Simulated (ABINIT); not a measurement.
```json
{"subject": "TaAgO3 (Pm-3m): a self-consistent loop beyond G0W0, cycle by cycle", "lattice_ang": [[3.9994, 0.0, 0.0], [0.0, 3.9994, 0.0], [0.0, 0.0, 3.9994]], "atoms": [["Ta", 0.0, 0.0, 0.0], ["Ag", 0.5, 0.5, 0.5], ["O", 0.0, 0.0, 0.5], ["O", 0.0, 0.5, 0.0], ["O", 0.5, 0.0, 0.0]], "method": "RPA screening on PBEsol from quasiparticle energies, plane waves, norm-conserving pseudopotentials (and 5 further levels or steps)", "program": "ABINIT 10.8.3", "settings": "cutoff 37 Ha, PseudoDojo scalar-relativistic 0.4.1 standard, norm-conserving, ngkpt (2, 2, 2), nband 67, ecuteps 3.9 Ha, gwcalctyp 10, inclvkb 2, shiftk (0, 0, 0), symchi 1, awtr 1, frequency ppm, cycle 3, q points all but q = 0, 2×2×2 k-mesh", "cost": "14 runs, 2.3 min in all on 4 MPI ranks of Arm Neoverse V2, shared host", "notes": "The cell and positions are those that the Materials Project relaxed with its own functionals (PBE, PBE+U or r2SCAN), kept fixed. Limits: d shell near the gap, gap tends to lie low; no spin-orbit coupling. The 2×2×2 mesh is coarse for this cell, which bears on the long-range parts of exchange and screening.", "results": {"g0w0": "2.272 eV", "evgw0_cycle_1": "2.378 eV", "evgw0_cycle_2": "2.376 eV", "evgw_cycle_1": "2.709 eV", "evgw_cycle_2": "2.773 eV", "evgw_cycle_3": "2.782 eV", "known_limits": "short of the basis limit; d shell near the gap, gap tends to lie low; no spin-orbit coupling; coarse k mesh"}}
```

[Long decimals in the printed logs are rounded to 6 places.]

[Logs are printed without paths, hosts, clocks, repeated set-up lines and the standing remarks that a program may print on its own settings, such as how far it seeks lower states.]

[Paths, hosts, dates, memory and timing lines, banners, echoed tables and standing remarks are left out of the program output; an Ansatz launch command may be rebuilt from the run's recorded settings. Measured values are a selection of at most five: reports struck by readers or far from the other reports are left out. None is set beside runs whose start may be inverted or whose files or cutoffs have a known fault.]

[Runs of the session that timed out or met a known fault of the program may be left out.]

[Hosts, paths, dates, database ids (printed as entryN), source tags and the programs' standing remarks are cut or masked in the printed files.]

[G0W0 gaps are taken among the corrected bands and points alone; a level outside them can change the order at an edge.]

[Where Ansatz stands beside ABINIT at settings called matched, ABINIT's density can come from a denser mesh and the files from another edition; pairs whose starting gaps differed by over 0.03 eV were left out, so agreement reads better than it is.]
